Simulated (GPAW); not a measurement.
# As K ELNES/XANES of zinc-blende (GaAs)₁₋ₓ(InAs)ₓ at x = 0 from DFT, part 2 of 2

Aim: the As K edge in zinc-blende (GaAs)₁₋ₓ(InAs)ₓ at x = 0, one member of a composition series.

GPAW 26.7.0; X-ray absorption from dipole matrix elements to empty bands, plane-wave PAW PBE.

So far. Step 2 (Ground state of the crystal): The mesh shows a gap of 0.59 eV. The excited electron is kept all the same, so that all members of the series, with or without a gap, are treated alike.

## Step 4: Spectrum with XCH, As atom 2

The holes are 8.0 Å apart. In GPAW the data set carries the hole's charge, so charge=0 means a charged cell and charge=-1 a neutral one. The excited electron is kept in the cell, where it fills the lowest empty states and screens the hole. After the field has converged, empty bands are computed with the density fixed and the dipole matrix elements are summed.

The absorber has 4 Ga at 2.45 Å (tetrahedral).

xas.py

```python
import numpy as np
from ase import Atoms
from ase.parallel import parprint, paropen
from gpaw import GPAW, PW, FermiDirac, Mixer, MixerDif, setup_paths
from gpaw.test import gen
setup_paths.insert(0, '.')
gen('As', name='fch1s', xcname='PBE', corehole=(1, 0, 1), write_xml=True)
from gpaw.mpi import world
world.barrier()

atoms = Atoms('GaAsGaAsGaAsGaAsGaAsGaAsGaAsGaAs',
    cell=[[0, 5.653, 5.653],
     [5.653, 0, 5.653],
     [5.653, 5.653, 0]],
    scaled_positions=[[0, 0, 0],
     [0.125, 0.125, 0.125],
     [0, 0, 0.5],
     [0.125, 0.125, 0.625],
     [0, 0.5, 0],
     [0.125, 0.625, 0.125],
     [0, 0.5, 0.5],
     [0.125, 0.625, 0.625],
     [0.5, 0, 0],
     [0.625, 0.125, 0.125],
     [0.5, 0, 0.5],
     [0.625, 0.125, 0.625],
     [0.5, 0.5, 0],
     [0.625, 0.625, 0.125],
     [0.5, 0.5, 0.5],
     [0.625, 0.625, 0.625]],
    pbc=True)
atoms.calc = calc = GPAW(legacy_gpaw=True, mode=PW(400, force_complex_dtype=True), xc='PBE', setups={1: 'fch1s'},
    kpts={'size': (3, 3, 3), 'gamma': True}, occupations=FermiDirac(0.04),
    charge=-1, mixer=Mixer(0.1, 5, 50), maxiter=150,
    convergence={'density': 0.0001, 'eigenstates': 1e-6}, txt='scf.txt')
energy = atoms.get_potential_energy() + calc.get_reference_energy()
ef = calc.get_fermi_level()
out = dict(energy=energy, fermi=ef, forces=atoms.get_forces().tolist())
parprint(f'all-electron energy {energy:.4f} eV, Fermi level {ef:.4f} eV')
ev = np.array([[calc.get_eigenvalues(k, s) for k in range(len(calc.get_ibz_k_points()))] for s in range(calc.get_number_of_spins())])
out['homo'], out['lumo'], out['counts'] = ev[ev < ef].max(), ev[ev > ef].min(), sorted(set((ev < ef).sum((0, 2)).tolist()))
out['filled'] = (ev[:, 0] < ef).sum(1).tolist()

from ase.units import Ha
from gpaw.xas import dipole_matrix_elements
nb = int(calc.get_number_of_electrons() / 2) + 185
top, nb = nb, nb + 8 + nb // 12
nscf = calc.fixed_density(kpts={'size': (4, 4, 4), 'gamma': True}, nbands=nb,
    convergence={'bands': top, 'eigenstates': 5e-3}, maxiter=60, txt='nscf.txt')
cell = atoms.cell.array
ops = [cell.T @ U.T @ np.linalg.inv(cell.T) for U in nscf.wfs.kd.symmetry.op_scc]
filled = [32]  # bands filled in the ground state, by spin
E = np.arange(-6, 30, 0.1)
fwhm = np.interp(E, [4, 25], [2.14, 3.5])
Y, X, zero, highest = 0, 0, 1e9, 1e9
for spin in range(nscf.get_number_of_spins()):
    wfs = nscf.wfs
    mine = wfs.bd.get_slice()  # this rank's bands
    A = dipole_matrix_elements(wfs.setups[1])
    eps = np.zeros((wfs.kd.nibzkpts, nb))
    d = np.zeros((3, A.shape[1], wfs.kd.nibzkpts, nb), complex)
    for kpt in wfs.kpt_u:
        if kpt.s == spin and 1 in kpt.P_ani:
            eps[kpt.k, mine] = kpt.eps_n * Ha
            d[:, :, kpt.k, mine] = (kpt.weight * wfs.nspins / 2) ** 0.5 * np.inner(A, kpt.P_ani[1])
    world.sum(eps)
    world.sum(d)
    T = np.einsum('amkn,bmkn->abkn', d, d.conj()).real
    T = sum(np.einsum('ai,ijkn,bj->abkn', R, T, R) for R in ops) / len(ops)
    empty = np.ones_like(eps, bool) & (np.arange(nb) >= filled[spin])
    zero, highest = min(zero, eps[empty].min()), min(highest, eps[:, top - 1].min())
    lines = [(eps, T, empty)] if spin == 0 else lines + [(eps, T, empty)]
for eps, T, empty in lines:
    f = np.einsum('aakn->akn', T).reshape(3, -1)
    x = eps.ravel() - zero
    w = np.interp(x, E, fwhm) / 2.35482
    g = np.exp(-0.5 * ((E[:, None] - x) / w) ** 2) / (w * (2 * np.pi) ** 0.5)
    Y = Y + (f * empty.ravel()) @ g.T
    X = X + (f * ~empty.ravel()) @ g.T
out.update(E=E.round(2).tolist(), xas=Y.tolist(), xes=X.tolist(), zero=zero, valid=highest - zero, nk=len(eps), nb=nb)
for i in range(0, len(E), 10):
    parprint(f'{E[i]:7.2f}', *(f'{v:10.3e}' for v in Y[:, i]))
import json
with paropen('out.json', 'w') as f:
    json.dump(out, f)
```

On the command line:

```
OMP_NUM_THREADS=1 mpirun -n 4 gpaw python xas.py
```

Numbers of over 12 decimals in the logs are rounded to 6 here.

Log:

```text
Input parameters:
  charge: -1
  convergence: {density: 0.0001,
                eigenstates: 1e-06}
  kpts: {gamma: True,
         size: (3, 3, 3)}
  maxiter: 150
  mixer: {backend: pulay,
          beta: 0.1,
          method: separate,
          nmaxold: 5,
          weight: 50}
  mode: {ecut: 400.0,
         force_complex_dtype: True,
         name: pw}
  occupations: {fixmagmom: False,
                name: fermi-dirac,
                width: 0.04}
  setups: {1: fch1s}
  xc: PBE

Initialize ...

[... PAW data sets ...]

Reference energy: -903189.556750  # eV

Spin-paired calculation

[... convergence settings ...]
Symmetries present (total): 6
  [... symmetry matrices ...]

27 k-points: 3 x 3 x 3 Monkhorst-Pack grid
6 k-points in the irreducible part of the Brillouin zone
       k-points in crystal coordinates                weights
   0:     0.00000000    0.00000000    0.00000000          1/27
   1:     0.33333333    0.00000000   -0.33333333          6/27
   2:     0.33333333    0.00000000    0.00000000          6/27
   3:     0.33333333    0.33333333   -0.33333333          6/27
   4:     0.33333333    0.33333333    0.00000000          6/27
   5:     0.33333333    0.33333333    0.33333333          2/27

Wave functions: Plane wave expansion
  Cutoff energy: 400.000 eV
  Number of coefficients (min, max): 6534, 6605
  Pulay-stress correction: 0.000000 eV/Ang^3 (de/decut=0.000000)
  Using FFTW library
  Wavefunction extrapolation:
    Improved wavefunction reuse through dual PAW basis

Occupation numbers: Fermi-Dirac:
  width: 0.0400  # eV

Eigensolver
   Davidson(niter=2)

Densities:
  Coarse grid: 40*40*40 grid
  Fine grid: 80*80*80 grid
  Total Charge: 0.000000

Density mixing:
  Method: separate
  Backend: pulay
  Linear mixing parameter: 0.1
  old densities: 5
  Width of damping distribution: 1.1
  Damping of long wavelength oscillations: 50

[... Hamiltonian set-up ...]
Number of atoms: 16
Number of atomic orbitals: 64
Number of bands in calculation: 43
Number of valence electrons: 65
Bands to converge: occupied

... initialized

Initializing position-dependent things.

Density initialized from atomic densities
Creating initial wave functions:
  43 bands from LCAO basis set

                             As

                    As   Ga
                      As
                Ga
             As            As
                  Ga
                  As
         Ga            Ga
                    As
              Ga
           As   Ga

       Ga

Atomic positions and initial magnetic moments

Positions:
   0 Ga     0.000000    0.000000    0.000000    ( 0.0000,  0.0000,  0.0000)
   1 As     1.413250    1.413250    1.413250    ( 0.0000,  0.0000,  0.0000)
   2 Ga     2.826500    2.826500    0.000000    ( 0.0000,  0.0000,  0.0000)
   3 As     4.239750    4.239750    1.413250    ( 0.0000,  0.0000,  0.0000)
   4 Ga     2.826500    0.000000    2.826500    ( 0.0000,  0.0000,  0.0000)
   5 As     4.239750    1.413250    4.239750    ( 0.0000,  0.0000,  0.0000)
   6 Ga     5.653000    2.826500    2.826500    ( 0.0000,  0.0000,  0.0000)
[...]
13 As     4.239750    4.239750    7.066250    ( 0.0000,  0.0000,  0.0000)
  14 Ga     5.653000    5.653000    5.653000    ( 0.0000,  0.0000,  0.0000)
  15 As     7.066250    7.066250    7.066250    ( 0.0000,  0.0000,  0.0000)

Unit cell:
           periodic     x           y           z      points  spacing
  1. axis:    yes    0.000000    5.653000    5.653000    40     0.1632
  2. axis:    yes    5.653000    0.000000    5.653000    40     0.1632
  3. axis:    yes    5.653000    5.653000    0.000000    40     0.1632

  Lengths:   7.994549   7.994549   7.994549
  Angles:   60.000000  60.000000  60.000000

Effective grid spacing dv^(1/3) = 0.1781

iter:   1   -77.873908
iter:   2   -76.499295   -2.16  -0.85
iter:   3   -75.005327   -1.44  -0.90
iter:   4   -75.017105   -2.30  -1.17
iter:   5   -74.960915   -2.64  -1.31
iter:   6   -75.001411   -2.51  -1.85
iter:   7   -74.933320   -2.87  -2.02
iter:   8   -74.933034   -4.42  -2.63
iter:   9   -74.932251c  -4.94  -2.71
iter:  10   -74.932150c  -5.08  -3.03
iter:  11   -74.932085c  -6.08c -3.19
iter:  12   -74.932108c  -6.11c -3.40
iter:  13   -74.932087c  -6.47c -3.63
iter:  14   -74.932086c  -8.15c -3.95
iter:  15   -74.932087c  -7.91c -4.04c

Converged after 15 iterations.

Dipole moment: (-28.061415, -28.061415, -28.061415) |e|*Ang

Energy contributions relative to reference atoms: (reference = -903189.556750)

Kinetic:       +245.924235
Potential:     -221.554787
External:        +0.000000
XC:             -99.401889
Entropy (-ST):   -0.005908
Local:           +0.103308
SIC:             +0.000000
--------------------------
Free energy:    -74.935041
Extrapolated:   -74.932087

Showing only first 2 kpts
 Kpt  Band  Eigenvalues  Occupancy
  0    30      4.85749    2.00000
  0    31      4.85749    2.00000
  0    32      5.02245    2.00000
  0    33      5.85735    1.99986

  1    30      3.43024    2.00000
  1    31      4.34317    2.00000
  1    32      6.77368    0.00000
[...]
Fermi level: 6.24054

No gap
No difference between direct/indirect transitions

Forces in eV/Ang:
  0 Ga   -0.50086   -0.50086   -0.50086
  1 As    0.00000    0.00000    0.00000
  2 Ga    0.50086    0.50086   -0.50086
  3 As    0.00000    0.00000    0.13567
  4 Ga    0.50086   -0.50086    0.50086
  5 As    0.00000    0.13567    0.00000
  6 Ga    0.03418   -0.03418   -0.03418
[...]
13 As    0.00000    0.00000   -0.13567
 14 Ga    0.03418    0.03418    0.03418
 15 As    0.00000    0.00000    0.00000
Scalar-relativistic atomic PBE calculation for As (Arsenic, Z=33)
Core hole in 1s state (1s occupation: 1.0)
600 radial gridpoints.
|------------------------------------------------|
|------------------------------------------------|
[... the atom generator's iteration count ...]

Energy contributions:
-------------------------
Kinetic:    +1851.248669
XC:           -73.531634
Potential:  -3600.166259
-------------------------
Total:      -1822.449223

state      eigenvalue         ekin         rmax
-----------------------------------------------
1s^1.0 :  -445.263957   560.000236        0.030
2s^2.0 :   -58.288052   111.893877        0.167
2p^6.0 :   -52.217924   110.227557        0.132
3s^2.0 :    -8.061247    26.339154        0.508
3p^6.0 :    -5.996830    24.149555        0.501
3d^10.0:    -2.360744    19.310469        0.452
4s^2.0 :    -0.971867     3.776914        1.511
4p^3.0 :    -0.567835     2.620394        1.753
-----------------------------------------------
(units: Bohr and Hartree)

Generating PAW setup
Kinetic energy of the core from tauc = 1855.494658
Cutoffs:
rc(s)=2.000
rc(p)=2.000
rc(d)=2.000
rc(vbar)=1.800
rc(comp)=2.000
rc(nct)=2.000

Kinetic energy of the core states: 1835.833659
Charge: 1.0
Core electrons: 27.0
Valence electrons: 5.0
Pseudo-core charge: 0.751850
Shape function alpha=2.500
Pseudo-electron charge 6.366203
state    eigenvalue         norm
--------------------------------
4s(2) :    -0.971867     1.258173
*s    :     0.028133
4p(3) :    -0.567835     1.032669
*p    :     0.432165
*d    :     0.000000
--------------------------------

Diagonalizing with gridspacing h=0.050

state   all-electron     PAW
-------------------------------
4s:      -0.971867    -0.972276
4p:      -0.567835    -0.568225
*d:                   -0.128592
*f:                   -0.019690
-------------------------------
all-electron energy -903264.4888 eV, Fermi level 6.2405 eV
[...]
27.00  1.027e-07  1.027e-07  1.027e-07
  28.00  7.988e-08  7.988e-08  7.988e-08
  29.00  6.066e-08  6.066e-08  6.066e-08
```

Wall time 1.8 min (4 MPI ranks of Intel Xeon Platinum 8488C (Sapphire Rapids), shared host); peak memory 0.48 GiB; 7.1 min of CPU time.

The As K spectrum, As atom 2, excited-electron core hole (neutral cell) (energy from the bottom of the conduction band, which holds the excited electron; intensity scaled to a mean of 1 over the first 20 eV):

```tsv
E (eV)	intensity
-2.0	0.00
-1.4	0.01
-0.8	0.04
-0.2	0.14
0.4	0.37
1.0	0.72
1.6	1.06
2.2	1.21
2.8	1.23
3.4	1.28
4.0	1.43
4.6	1.51
5.2	1.42
5.8	1.27
6.4	1.22
7.0	1.27
7.6	1.29
8.2	1.24
8.8	1.17
9.4	1.09
10.0	0.99
10.6	0.89
11.2	0.82
11.8	0.80
12.4	0.82
13.0	0.84
13.6	0.84
14.2	0.82
14.8	0.78
15.4	0.74
16.0	0.73
16.6	0.76
17.2	0.82
17.8	0.88
18.4	0.91
19.0	0.91
19.6	0.88
20.2	0.87
20.8	0.88
21.4	0.90
22.0	0.90
22.6	0.89
23.2	0.88
23.8	0.91
24.4	0.97
25.0	1.04
25.6	1.07
26.2	1.05
26.8	0.97
27.4	0.85
```

Main maxima below 27 eV (height): 4.6 eV (1.51), 7.4 eV (1.29), 13.4 eV (0.84), 18.6 eV (0.91) and 25.6 eV (1.07). A K edge sees empty p states on the absorber.

The energy difference (zero at 11902 eV) isn't read as a photon energy: for so heavy an absorber the terms left out (the hole's spin, the functional's error) amount to tens of eV or more.

## Step 5: Cell without a hole, the energy reference

The absorbing element, whose data set is made anew, changes for the next run, so it gets a reference energy of its own.

scf.py

```python
import numpy as np
from ase import Atoms
from ase.parallel import parprint, paropen
from gpaw import GPAW, PW, FermiDirac, Mixer, MixerDif, setup_paths
from gpaw.test import gen
setup_paths.insert(0, '.')
gen('Ga', name='nch1s', xcname='PBE', corehole=(1, 0, 0), write_xml=True)
from gpaw.mpi import world
world.barrier()

atoms = Atoms('GaAsGaAsGaAsGaAsGaAsGaAsGaAsGaAs',
    cell=[[0, 5.653, 5.653],
     [5.653, 0, 5.653],
     [5.653, 5.653, 0]],
    scaled_positions=[[0, 0, 0],
     [0.125, 0.125, 0.125],
     [0, 0, 0.5],
     [0.125, 0.125, 0.625],
     [0, 0.5, 0],
     [0.125, 0.625, 0.125],
     [0, 0.5, 0.5],
     [0.125, 0.625, 0.625],
     [0.5, 0, 0],
     [0.625, 0.125, 0.125],
     [0.5, 0, 0.5],
     [0.625, 0.125, 0.625],
     [0.5, 0.5, 0],
     [0.625, 0.625, 0.125],
     [0.5, 0.5, 0.5],
     [0.625, 0.625, 0.625]],
    pbc=True)
atoms.calc = calc = GPAW(legacy_gpaw=True, mode=PW(400, force_complex_dtype=True), xc='PBE', setups={0: 'nch1s'},
    kpts={'size': (3, 3, 3), 'gamma': True}, occupations=FermiDirac(0.02),
    charge=0, mixer=Mixer(0.1, 5, 50), maxiter=150,
    convergence={'density': 0.0001, 'eigenstates': 1e-6}, txt='scf.txt')
energy = atoms.get_potential_energy() + calc.get_reference_energy()
ef = calc.get_fermi_level()
out = dict(energy=energy, fermi=ef, forces=atoms.get_forces().tolist())
parprint(f'all-electron energy {energy:.4f} eV, Fermi level {ef:.4f} eV')
ev = np.array([[calc.get_eigenvalues(k, s) for k in range(len(calc.get_ibz_k_points()))] for s in range(calc.get_number_of_spins())])
out['homo'], out['lumo'], out['counts'] = ev[ev < ef].max(), ev[ev > ef].min(), sorted(set((ev < ef).sum((0, 2)).tolist()))
out['filled'] = (ev[:, 0] < ef).sum(1).tolist()
import json
with paropen('out.json', 'w') as f:
    json.dump(out, f)
```

On the command line:

```
OMP_NUM_THREADS=1 mpirun -n 4 gpaw python scf.py
```

Log:

```text
Input parameters:
  convergence: {density: 0.0001,
                eigenstates: 1e-06}
  kpts: {gamma: True,
         size: (3, 3, 3)}
  maxiter: 150
  mixer: {backend: pulay,
          beta: 0.1,
          method: separate,
          nmaxold: 5,
          weight: 50}
  mode: {ecut: 400.0,
         force_complex_dtype: True,
         name: pw}
  occupations: {fixmagmom: False,
                name: fermi-dirac,
[...]
4s(2) :    -0.328732     1.135119
*s    :     0.671268
4p(1) :    -0.094810     1.011555
*p    :     0.905190
*d    :     0.000000
--------------------------------

Diagonalizing with gridspacing h=0.050

state   all-electron     PAW
-------------------------------
4s:      -0.328732    -0.328886
4p:      -0.094810    -0.094897
*d:                    0.028969
*f:                    0.063419
-------------------------------
all-electron energy -915166.8223 eV, Fermi level 5.2374 eV
[key lines of the parts left out:]
Converged after 15 iterations.
Dipole moment: (-27.335626, -27.335626, -27.335626) |e|*Ang
Free energy:    -65.660571
Fermi level: 5.23738
```

The job ended after 18 s (4 MPI ranks; peak memory 0.3 GiB).

Reference energy: -915166.822 eV with the cores included.

## Step 6: Spectrum with XCH, Ga atom 1

The holes are 8.0 Å apart. The excited electron is kept in the cell, where it fills the lowest empty states and screens the hole. After the field has converged, empty bands are computed with the density fixed and the dipole matrix elements are summed.

The absorber has 4 As at 2.45 Å (tetrahedral).

xas.py: that of step 4 with these lines changed.

```diff
@@ -6,3 +6,3 @@
 setup_paths.insert(0, '.')
-gen('As', name='fch1s', xcname='PBE', corehole=(1, 0, 1), write_xml=True)
+gen('Ga', name='fch1s', xcname='PBE', corehole=(1, 0, 1), write_xml=True)
 from gpaw.mpi import world
@@ -31,3 +31,3 @@
     pbc=True)
-atoms.calc = calc = GPAW(legacy_gpaw=True, mode=PW(400, force_complex_dtype=True), xc='PBE', setups={1: 'fch1s'},
+atoms.calc = calc = GPAW(legacy_gpaw=True, mode=PW(400, force_complex_dtype=True), xc='PBE', setups={0: 'fch1s'},
     kpts={'size': (3, 3, 3), 'gamma': True}, occupations=FermiDirac(0.04),
@@ -53,3 +53,3 @@
 E = np.arange(-6, 30, 0.1)
-fwhm = np.interp(E, [4, 25], [2.14, 3.5])
+fwhm = np.interp(E, [4, 25], [1.82, 3.5])
 Y, X, zero, highest = 0, 0, 1e9, 1e9
@@ -58,3 +58,3 @@
     mine = wfs.bd.get_slice()  # this rank's bands
-    A = dipole_matrix_elements(wfs.setups[1])
+    A = dipole_matrix_elements(wfs.setups[0])
     eps = np.zeros((wfs.kd.nibzkpts, nb))
@@ -62,5 +62,5 @@
     for kpt in wfs.kpt_u:
-        if kpt.s == spin and 1 in kpt.P_ani:
+        if kpt.s == spin and 0 in kpt.P_ani:
             eps[kpt.k, mine] = kpt.eps_n * Ha
-            d[:, :, kpt.k, mine] = (kpt.weight * wfs.nspins / 2) ** 0.5 * np.inner(A, kpt.P_ani[1])
+            d[:, :, kpt.k, mine] = (kpt.weight * wfs.nspins / 2) ** 0.5 * np.inner(A, kpt.P_ani[0])
     world.sum(eps)
```

On the command line:

```
OMP_NUM_THREADS=1 mpirun -n 4 gpaw python xas.py
```

Log:

```text
Input parameters:
  charge: -1
  convergence: {density: 0.0001,
                eigenstates: 1e-06}
  kpts: {gamma: True,
         size: (3, 3, 3)}
  maxiter: 150
  mixer: {backend: pulay,
          beta: 0.1,
          method: separate,
          nmaxold: 5,
          weight: 50}
  mode: {ecut: 400.0,
         force_complex_dtype: True,
         name: pw}
  occupations: {fixmagmom: False,
[...]
*p    :     0.585016
*d    :     0.000000
--------------------------------

Diagonalizing with gridspacing h=0.050

state   all-electron     PAW
-------------------------------
4s:      -0.719303    -0.719529
4p:      -0.414984    -0.415179
*d:                   -0.111571
*f:                   -0.022852
-------------------------------
all-electron energy -904765.3935 eV, Fermi level 6.1326 eV
[...]
28.00  1.209e-07  1.209e-07  1.209e-07
  29.00  1.246e-07  1.246e-07  1.246e-07
[key lines of the parts left out:]
Converged after 18 iterations.
Dipole moment: (-27.551014, -27.551014, -27.551014) |e|*Ang
Free energy:    -73.669064
Fermi level: 6.13263
```

Elapsed: 65 s, on 4 MPI ranks; peak memory 0.48 GiB.

The Ga K spectrum, Ga atom 1, excited-electron core hole (neutral cell) (energy from the bottom of the conduction band, which holds the excited electron; intensity scaled to a mean of 1 over the first 20 eV):

```tsv
E (eV)	intensity
-2.0	0.00
-1.4	0.00
-0.8	0.01
-0.2	0.06
0.4	0.20
1.0	0.45
1.6	0.76
2.2	1.07
2.8	1.32
3.4	1.57
4.0	1.81
4.6	1.82
5.2	1.57
5.8	1.26
6.4	1.08
7.0	1.02
7.6	1.00
8.2	0.95
8.8	0.89
9.4	0.89
10.0	0.94
10.6	1.05
11.2	1.16
11.8	1.24
12.4	1.24
13.0	1.15
13.6	1.02
14.2	0.89
14.8	0.78
15.4	0.70
16.0	0.66
16.6	0.66
17.2	0.71
17.8	0.77
18.4	0.80
19.0	0.80
19.6	0.78
20.2	0.76
20.8	0.74
21.4	0.75
22.0	0.75
22.6	0.74
23.2	0.73
23.8	0.72
24.4	0.71
25.0	0.71
25.6	0.72
26.2	0.74
26.8	0.76
27.4	0.78
```

Main maxima below 27 eV (height): 4.4 eV (1.86), 12.2 eV (1.25) and 18.6 eV (0.81). 

The energy difference (zero at 10401 eV) isn't read as a photon energy: for so heavy an absorber the terms left out (the hole's spin, the functional's error) amount to tens of eV or more.

## Step 7: Summary of results

```json
{
 "absorber and edge": "As K, atom 2 of the ground-state input (counted from 1)",
 "surroundings": "4 Ga at 2.45 Å (tetrahedral)",
 "highest intensity below 24 eV": "4.6 eV above the zero, height 1.51"
}
```

The As K edge of atom 2, with 4 Ga at 2.45 Å (tetrahedral), has its highest intensity of the first 24 eV at 4.6 eV above the zero, 1.5 times the mean level of the first 20 eV (Gaussian full width 2.14 eV up to 4 eV, rising linearly to 3.5 eV at 25 eV). The script folds with a Gaussian, whereas the core hole's own line is a Lorentzian, so the onset is too steep and the first peak too high. Lifetime broadening is put in by hand, and intensities beyond about 20 eV depend on it and on the partial waves.

[Banner, clock and machine lines of the logs are left out without a mark of their own.]

[Logs are printed without paths, hosts, clocks, repeated set-up lines and the standing remarks that a program may print on its own settings, such as how far it seeks lower states.]

[Hosts, paths, dates, database ids (printed as entryN), source tags and the programs' standing remarks are cut or masked in the printed files.]

[Lists of maxima count a maximum above −3 eV only where it reaches 4 % of the highest in the window and stands out from its surroundings by 2 % of it (1.5 % where it reaches 55 %); shoulders and weaker maxima are passed over, and of the rest the first, up to two pre-edge ones and the few strongest are named.]
